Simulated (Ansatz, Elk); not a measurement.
# How far do independent atoms describe Co2Ge2Bi?

Structure refinements treat a crystal as free atoms side by side. For a made-up structure of Co2Ge2Bi (cell and positions from a PBEsol relaxation) the runs below show what the calculated density changes in F(hkl).

Main program and level: Elk 11.2.3 (patched build); DFT, PBE, all-electron APW+lo, Dirac cores, scalar-relativistic bands, static density, no spin.

The structure was built from a prototype and need not be the compound's stable phase.

## (1) Starting point

The structure is tetragonal, space group I4/mmm (No. 139). The conventional cell has a = 4.110 Å, b = 4.110 Å, c = 9.481 Å, α = 90.00°, β = 90.00°, γ = 90.00°. Bi has 8 Co at 3.14 Å and 10 Ge at 3.17 to 3.48 Å nearest. Nearest to Ge lie 4 Co at 2.34 Å and 1 Ge at 2.52 Å and 5 Bi at 3.17 to 3.48 Å. Nearest to Co lie 4 Ge at 2.34 Å and 4 Co at 2.91 Å and 4 Bi at 3.14 Å. Farther neighbours are not listed.

## (2) Ground state and structure factors

An all-electron density is needed, since X-rays see the cores too. Task 0 finds the density and task 195 Fourier-transforms it; tshift is off so that phases refer to the origin typed.

The input, elk.in:

```
tasks
  0
  195

xctype
  20

spinpol
  .false.

rgkmax
  7.0

gmaxvr
  14.0

lmaxo
  7

lmaxapw
  8

swidth
  0.002

tshift
  .false.

ramdisk
  .false.

hmaxvr
  5.5

maxscl
  120

epspot
  1e-06

sppath
  './'

avec
  -3.88300023351 3.88300023351 8.95823387954
  3.88300023351 -3.88300023351 8.95823387954
  3.88300023351 3.88300023351 -8.95823387954

atoms
  3
  'Bi.in'
  1
  0.0000000000 0.0000000000 -0.0000000000   0.000000 0.000000 0.000000
  'Ge.in'
  2
  0.6327369591 0.6327369591 0.0000000000   0.000000 0.000000 0.000000
  0.3672630409 0.3672630409 0.0000000000   0.000000 0.000000 0.000000
  'Co.in'
  2
  0.7500000000 0.2500000000 0.5000000000   0.000000 0.000000 0.000000
  0.2500000000 0.7500000000 0.5000000000   0.000000 0.000000 0.000000

ngridk
  8 8 8
```

On the command line:

```console
> OMP_NUM_THREADS=4 elk
```

Numbers of over 12 decimals in the logs are rounded to 6 here.

What it wrote:

```text
┌─────────────────────────┐
│ Elk code version 11.2.3 │
└─────────────────────────┘

All units are atomic (Hartree, Bohr, etc.)

┌─────────────────────────────────────────────────┐
│ Ground-state run starting from atomic densities │
└─────────────────────────────────────────────────┘

Lattice vectors :
  -3.883000234       3.883000234       8.958233880
   3.883000234      -3.883000234       8.958233880
   3.883000234       3.883000234      -8.958233880

Reciprocal lattice vectors :
 -0.2562425446E-16  0.8090632152      0.3506933058
  0.8090632152     -0.2562425446E-16  0.3506933058
  0.8090632152      0.8090632152      0.5287658406E-17

Unit cell volume      :    540.2779227
Brillouin zone volume :   0.4591159532

Muffin-tin inner radius fraction :   0.1000000000E-01

Nuclei treated as point charges

Species : 1 (Bi)
 parameters loaded from : Bi.in
 name : bismuth
 nuclear charge    :   -83.00000000
 electronic charge :    83.00000000
 atomic mass :    380947.9285
 muffin-tin radius :    2.800000000
 number of radial points in muffin-tin :   1393
 inner part over the whole radius :   0.9976520004E-02
 number on inner part of muffin-tin    :   1001
 approximate nuclear radius :   0.1052171418E-03
 number of mesh points to nuclear radius :    526
 atomic positions (lattice), magnetic fields (Cartesian) :
  1 :   0.00000000  0.00000000  0.00000000    0.00000000  0.00000000  0.00000000

Species : 2 (Ge)
 parameters loaded from : Ge.in
 name : germanium
 nuclear charge    :   -32.00000000
 electronic charge :    32.00000000
 atomic mass :    132414.6196
 muffin-tin radius :    2.182466736
 number of radial points in muffin-tin :    993
 inner part over the whole radius :   0.9870524748E-02
 number on inner part of muffin-tin    :    700
 approximate nuclear radius :   0.7637961215E-04
 number of mesh points to nuclear radius :    342
 atomic positions (lattice), magnetic fields (Cartesian) :
  1 :  -0.36726304 -0.36726304  0.00000000    0.00000000  0.00000000  0.00000000
  2 :   0.36726304  0.36726304  0.00000000    0.00000000  0.00000000  0.00000000

Species : 3 (Co)
 parameters loaded from : Co.in
 name : cobalt
 nuclear charge    :   -27.00000000
 electronic charge :    27.00000000
 atomic mass :    107428.6517
 muffin-tin radius :    2.182466736
 number of radial points in muffin-tin :    993
 inner part over the whole radius :   0.9963894366E-02
 number on inner part of muffin-tin    :    699
 approximate nuclear radius :   0.7243775530E-04
 number of mesh points to nuclear radius :    335
 atomic positions (lattice), magnetic fields (Cartesian) :
  1 :  -0.25000000  0.25000000  0.50000000    0.00000000  0.00000000  0.00000000
  2 :   0.25000000 -0.25000000  0.50000000    0.00000000  0.00000000  0.00000000

Total number of atoms per unit cell :    5
Total muffin-tin volume :    266.1296009
 ratio of muffin-tin to unit cell volume :   0.4925790778

Spin treatment :
 spin-unpolarised

Number of Bravais lattice symmetries :   16
Number of crystal symmetries         :   16
Crystal has inversion symmetry
Real symmetric eigensolver will be used

k-point grid :      8     8     8
k-point offset :    0.000000000       0.000000000       0.000000000
k-point set is reduced with full crystal symmetry group
Total number of k-points :       59

Muffin-tin radius times maximum |G+k| :    7.000000000
 using average radius
Maximum |G+k| for APW functions       :    3.035594441
Maximum (1/2)|G+k|²                   :    4.607416805
Maximum |G| for potential and density :    14.00000000
Constant for pseudocharge density :   10
 order of it for each species :   17  17  17
 order of it for pair densities of each species (exact exchange by exxq0 0: 18) :   14   8   8
Radial integration step length :    1

G-vector grid sizes :     48    48    48
Number of G-vectors :    25167

Maximum angular momentum used for
 APW functions            :    8
 outer part of muffin-tin :    7
 inner part of muffin-tin :    2

Total nuclear charge    :   -201.0000000
[...]
Density of states at Fermi energy :    47.49727565
 (states/Hartree/unit cell)

Estimated indirect band gap :   0.1906490386E-02
 from k-point 47 to k-point 26
Estimated direct band gap   :   0.1112268554E-01
 at k-point 16

Charges :
 core                        :    128.0000000
 valence                     :    73.00000000
 interstitial                :    7.122688309
 muffin-tins (core leakage)
  species : 1 (Bi)
   atom 1                    :    80.37301739     (  0.7189909063E-03)
  species : 2 (Ge)
[...]
species : 3 (Co)
[...]
total in muffin-tins        :    193.8773117
 total calculated charge     :    200.9939358
 total charge                :    201.0000000
 error                       :   0.6064228511E-02

RMS change in Kohn-Sham potential (target) :   0.5407544730     (  0.1000000000E-05)
Absolute change in total energy (target)   :    1.039332210     (  0.1000000000E-03)

[... loops 3 to 16 left out ...]

┌──────────────────┐
│ Loop number : 17 │
└──────────────────┘

Energies :
 Fermi                       :     0.332433
 sum of occupied eigenvalues :     -17380.165571294
 electron kinetic            :      32361.821342113
 core electron kinetic       :      31628.550072458
 Coulomb                     :     -60250.606057824
 Coulomb potential           :     -48857.240759482
 nuclear-nuclear             :     -2813.1619850276
 electron-nuclear            :     -66081.149017546
 Hartree                     :      8643.7049447490
 Madelung                    :     -35821.985678083
 xc potential                :     -884.74615392487
 exchange                    :     -666.99814776904
 correlation                 :     -10.859854060022
 electron entropic           :    -0.10164070747994E-02
 total energy                :     -28566.643733948

Density of states at Fermi energy :    73.17415703
 (states/Hartree/unit cell)

Estimated indirect band gap :   0.1080730229E-02
 from k-point 33 to k-point 47
Estimated direct band gap   :   0.7042884754E-02
 at k-point 43

Charges :
 core                        :    128.0000000
 valence                     :    73.00000000
 interstitial                :    7.977664633
 muffin-tins (core leakage)
  species : 1 (Bi)
[...]
species : 2 (Ge)
[...]
species : 3 (Co)
[...]
total in muffin-tins        :    193.0223354
 total calculated charge     :    200.9940326
 total charge                :    201.0000000
 error                       :   0.5967376318E-02

RMS change in Kohn-Sham potential (target) :   0.1581998239E-06 (  0.1000000000E-05)
Absolute change in total energy (target)   :   0.9464308096E-04 (  0.1000000000E-03)

Convergence targets achieved

┌──────────────────┐
│ Loop number : 18 │
└──────────────────┘

Energies :
 Fermi                       :     0.332433
 sum of occupied eigenvalues :     -17380.165588165
 electron kinetic            :      32361.821328501
 core electron kinetic       :      31628.550061429
 Coulomb                     :     -60250.606056246
 Coulomb potential           :     -48857.240754446
 nuclear-nuclear             :     -2813.1619850276
 electron-nuclear            :     -66081.149019339
 Hartree                     :      8643.7049481198
 Madelung                    :     -35821.985679024
 xc potential                :     -884.74616222074
 exchange                    :     -666.99814804709
 correlation                 :     -10.859854065593
 electron entropic           :    -0.10164066789499E-02
 total energy                :     -28566.643746265

Density of states at Fermi energy :    73.17411444
 (states/Hartree/unit cell)

Estimated indirect band gap :   0.1080728450E-02
 from k-point 33 to k-point 47
Estimated direct band gap   :   0.7042908930E-02
 at k-point 43

Charges :
 core                        :    128.0000000
 valence                     :    73.00000000
 interstitial                :    7.977664495
 muffin-tins (core leakage)
  species : 1 (Bi)
[...]
species : 2 (Ge)
[...]
atom 2                    :    30.13610054     (  0.1160632366E-02)
  species : 3 (Co)
   atom 1                    :    25.80570931     (  0.1475455081E-02)
   atom 2                    :    25.80570931     (  0.1475455081E-02)
 total in muffin-tins        :    193.0223355
 total calculated charge     :    200.9940326
 total charge                :    201.0000000
 error                       :   0.5967376117E-02

┌──────────────────────────────┐
│ Self-consistent loop stopped │
└──────────────────────────────┘

Warning : core states of species 1 leak from the muffin-tin :   0.6714792427E-03

Warning : core states of species 2 leak from the muffin-tin :   0.1160632366E-02

Warning : core states of species 3 leak from the muffin-tin :   0.1475455081E-02

Wrote STATE.OUT
```

Wall time 63 s (4 threads of Arm Neoverse V2, shared host); peak memory 0.23 GiB; 3.5 min of CPU time.

SFACRHO.OUT:

```text

h k l indices transformed by vhmat matrix:
   1.000000000       0.000000000       0.000000000    
   0.000000000       1.000000000       0.000000000    
   0.000000000       0.000000000       1.000000000    

      h      k      l  multipl.   |H|            Re(F)            Im(F)           |F|

      0      0      0      1   0.0000000       201.00000      0.11204781E-15   201.00000    
      1      1     -1      2  0.70138661       22.463600     -0.56236828E-14   22.463600    
      1      0      0      8  0.88179878       37.639520     -0.74978624E-14   37.639520    
      1     -1      0      4   1.1441882       81.226476     -0.38358335E-15   81.226476    
      1      2     -1      8   1.3271983       111.23007      0.18744656E-13   111.23007    
      0     -2      1      8   1.3420543       107.23017     -0.16138509E-14   107.23017    
     -2     -2      2      2   1.4027732       61.378285      0.32205041E-13   61.378285    
     -1      1     -1      4   1.6181264       153.57440      0.55872054E-14   153.57440    
      0      2     -2      8   1.7635976       23.093916     -0.16742053E-13   23.093916    
      1      3     -2      8   1.8102318      -17.428362     -0.57625489E-13   17.428362    
     -2      1      0     16   1.8427974       33.526606      -0.0000000       33.526606    
     -2     -3      2      8   1.9311210       86.067822     -0.14995725E-13   86.067822    
     -2     -1      3     16   2.0927944       95.865912     -0.14995725E-13   95.865912    
     -3     -3      3      2   2.1041598       39.674728     -0.24066283E-14   39.674728    
      1      3     -3      8   2.1415195       52.852563     -0.93515056E-14   52.852563    
     -2      2      0      4   2.2883763       133.12609      0.47762275E-15   133.12609    
      1      1     -3      8   2.3934514       22.762746     -0.15454000E-13   22.762746    
     -2     -4      3      8   2.3951316       101.30586     -0.22850028E-13   101.30586
```

Elk indexes on the primitive cell of elk.in and gives |H| = 4π sin θ/λ in inverse bohr. Below, one row stands for each form hkl of the conventional cell (m members, Friedel mates merged), F is for one primitive cell and the density is static (no thermal factor). Free-atom factors are Waasmaier and Kirfel's, and R is Σm||F|−|F'||/Σm|F|.

| hkl | m | sin θ/λ (Å⁻¹) | abs F, DFT | neutral atoms | diff. |
| --- | --- | --- | --- | --- | --- |
| 002 | 2 | 0.105 | 22.464 | 23.227 | -0.763 |
| 101 | 8 | 0.133 | 37.639 | 37.910 | -0.271 |
| 110 | 4 | 0.172 | 81.227 | 81.567 | -0.340 |
| 103 | 8 | 0.200 | 111.230 | 111.279 | -0.049 |
| 112 | 8 | 0.202 | 107.230 | 107.172 | +0.058 |
| 004 | 2 | 0.211 | 61.378 | 61.365 | +0.014 |
| 200 | 4 | 0.243 | 153.574 | 153.983 | -0.409 |
| 202 | 8 | 0.265 | 23.094 | 22.791 | +0.303 |
| 114 | 8 | 0.272 | 17.428 | 18.005 | -0.577 |
| 211 | 16 | 0.277 | 33.527 | 33.352 | +0.174 |
| 105 | 8 | 0.290 | 86.068 | 86.317 | -0.250 |
| 213 | 16 | 0.315 | 95.866 | 96.137 | -0.271 |
| 006 | 2 | 0.316 | 39.675 | 39.300 | +0.375 |
| 204 | 8 | 0.322 | 52.853 | 52.758 | +0.095 |
| 220 | 4 | 0.344 | 133.126 | 133.401 | -0.275 |
| 222 | 8 | 0.360 | 22.763 | 22.585 | +0.178 |
| 116 | 8 | 0.360 | 101.306 | 101.489 | -0.183 |
| 301 | 8 | 0.369 | 30.798 | 30.755 | +0.043 |

## (3) The highest occupied states alone

An energy window below the Fermi level keeps the highest occupied states, to see at which angles they scatter; shallow core shells can lie inside it and anion s states outside. No new self-consistency is needed.

Changes to elk.in since step 2:

```diff
@@ -1,3 +1,2 @@
 tasks
-  0
   195
@@ -40,2 +39,5 @@
 
+wsfac
+  -0.035060 0.632430
+
 sppath
```

On the command line:

```console
> OMP_NUM_THREADS=4 elk
```

What it wrote:

```text
┌─────────────────────────────────┐
│ Elk code version 11.2.3 started │
└─────────────────────────────────┘

Info(readinput): the functional depends on the density's gradient
 muffin-tin radial points multiplied by    2.00000
 (not where nrmtscf is given)

┌────────────────────┐
│ Current task : 195 │
└────────────────────┘
Info(checkmt): changed muffin-tin radius of species 2 (Ge) from   2.4000 to   2.1825
Info(checkmt): changed muffin-tin radius of species 3 (Co) from   2.4000 to   2.1825

Info(sfacrho): density structure factors written to SFACRHO.OUT

 Energy window :  -0.3506000000E-01  0.6324300000

┌──────────────────┐
│ Elk code stopped │
└──────────────────┘
```

Elapsed: 12 s, on 4 threads; peak memory 0.13 GiB.

States within 10 eV below the Fermi level hold 28.46 electrons; any levels below the window count with the cores, and a count that is not whole means the window cuts a band. Their amplitudes can exceed the total, where window and core parts have opposite phase:

| hkl | sin θ/λ (Å⁻¹) | abs F, window | abs F, all |
| --- | --- | --- | --- |
| 002 | 0.105 | 13.675 | 22.464 |
| 101 | 0.133 | 1.021 | 37.639 |
| 110 | 0.172 | 9.189 | 81.227 |
| 103 | 0.200 | 0.958 | 111.230 |
| 112 | 0.202 | 9.783 | 107.230 |
| 004 | 0.211 | 8.704 | 61.378 |
| 200 | 0.243 | 8.163 | 153.574 |
| 202 | 0.265 | 7.305 | 23.094 |
| 114 | 0.272 | 6.990 | 17.428 |
| 211 | 0.277 | 0.016 | 33.527 |

## (4) Another functional

The difference from free atoms is small, so it is set against the change that LDA (Perdew-Wang) makes.

Changes to elk.in since step 3:

```diff
@@ -1,2 +1,3 @@
 tasks
+  0
   195
@@ -4,3 +5,3 @@
 xctype
-  20
+  3
 
@@ -39,5 +40,2 @@
 
-wsfac
-  -0.035060 0.632430
-
 sppath
```

On the command line:

```console
> OMP_NUM_THREADS=4 elk
```

What it wrote:

```text
┌─────────────────────────┐
│ Elk code version 11.2.3 │
└─────────────────────────┘

All units are atomic (Hartree, Bohr, etc.)

┌─────────────────────────────────────────────────┐
│ Ground-state run starting from atomic densities │
└─────────────────────────────────────────────────┘

Lattice vectors :
  -3.883000234       3.883000234       8.958233880
   3.883000234      -3.883000234       8.958233880
   3.883000234       3.883000234      -8.958233880

Reciprocal lattice vectors :
 -0.2562425446E-16  0.8090632152      0.3506933058
[...]
atom 2                    :    25.81885659     (  0.1547333969E-02)
 total in muffin-tins        :    193.1136408
 total calculated charge     :    200.9938306
 total charge                :    201.0000000
 error                       :   0.6169419182E-02

┌──────────────────────────────┐
│ Self-consistent loop stopped │
└──────────────────────────────┘

Warning : core states of species 1 leak from the muffin-tin :   0.6752004394E-03

Warning : core states of species 2 leak from the muffin-tin :   0.1190727523E-02

Warning : core states of species 3 leak from the muffin-tin :   0.1547333969E-02

Wrote STATE.OUT
[key lines of the parts left out:]
total energy                :     -28544.680733306
```

Run time: 36 s. Hardware: 4 threads; peak memory 0.18 GiB.

Against the first run R = 0.03 %; the largest change is -0.070 at 220.

## (5) A coarser k-mesh

About half the k-points along each axis test the sampling.

Changes to elk.in since step 4:

```diff
@@ -5,3 +5,3 @@
 xctype
-  3
+  20
 
@@ -63,2 +63,2 @@
 ngridk
-  8 8 8
+  4 4 4
```

On the command line:

```console
> OMP_NUM_THREADS=4 elk
```

What it wrote:

```text
┌─────────────────────────┐
│ Elk code version 11.2.3 │
└─────────────────────────┘

All units are atomic (Hartree, Bohr, etc.)

┌─────────────────────────────────────────────────┐
│ Ground-state run starting from atomic densities │
└─────────────────────────────────────────────────┘

Lattice vectors :
  -3.883000234       3.883000234       8.958233880
   3.883000234      -3.883000234       8.958233880
   3.883000234       3.883000234      -8.958233880

Reciprocal lattice vectors :
 -0.2562425446E-16  0.8090632152      0.3506933058
[...]
atom 2                    :    25.80816468     (  0.1476071477E-02)
 total in muffin-tins        :    193.0221719
 total calculated charge     :    200.9940077
 total charge                :    201.0000000
 error                       :   0.5992333903E-02

┌──────────────────────────────┐
│ Self-consistent loop stopped │
└──────────────────────────────┘

Warning : core states of species 1 leak from the muffin-tin :   0.6710858466E-03

Warning : core states of species 2 leak from the muffin-tin :   0.1160662045E-02

Warning : core states of species 3 leak from the muffin-tin :   0.1476071477E-02

Wrote STATE.OUT
[key lines of the parts left out:]
total energy                :     -28566.642224542
```

It took 28 s on 4 threads; peak memory 0.22 GiB; 67 s of CPU time.

Against the first run R = 0.01 %; the largest change is -0.017 at 002.

## (6) Settings against the effect

| run | R against the first run (%) | R against neutral atoms, low angle (%) | wall time |
| --- | --- | --- | --- |
| PBE, rgkmax 7 | 0.00 | 0.41 | 63 s |
| LDA (Perdew-Wang) | 0.03 | 0.41 | 36 s |
| k-mesh 4×4×4 | 0.01 | 0.41 | 28 s |

## (7) Outcome

```json
{
 "R against neutral atoms, sin θ/λ < 0.3 Å⁻¹": "0.41 %",
 "R against neutral atoms, 0.3 to 0.83 Å⁻¹": "0.12 %"
}
```

**Reading.** Independent neutral atoms miss the calculated amplitudes by R = 0.41 % below 0.3 Å⁻¹ and 0.12 % from there to 0.83 Å⁻¹; by shells, 1.07 % below 0.15 Å⁻¹ (2 forms), 0.36 % 0.15 to 0.3 (9 forms), 0.16 % 0.3 to 0.45 (17 forms), 0.11 % above 0.45 (111 forms). Bonding, aspherical density and the tables' own atoms all enter these figures, and the runs don't part them. The largest change of an amplitude is -0.76 electrons, at 002. The window's part falls from 28.5 electrons at the origin to at most 2.93 between 0.45 and 0.83 Å⁻¹, where compact states inside the window still scatter. Below 0.3 Å⁻¹ the changes that finished (LDA (Perdew-Wang) and k-mesh 4×4×4) move F by R = 0.01 % at most, against the 0.41 % that separates it from free atoms. The basis has no finished test. These runs have no spin, though d or f shells may be open. Spin-orbit coupling is left out, which can matter for elements this heavy. Part of the difference isn't bonding: the tables are fits to free atoms and ions calculated by other methods than this functional. Thermal motion, anomalous dispersion and extinction are left out.

[Logs are printed without paths, hosts, clocks, repeated set-up lines and the standing remarks that a program may print on its own settings, such as how far it seeks lower states.]

[Hosts, paths, dates, database ids (printed as entryN), source tags and the programs' standing remarks are cut or masked in the printed files.]
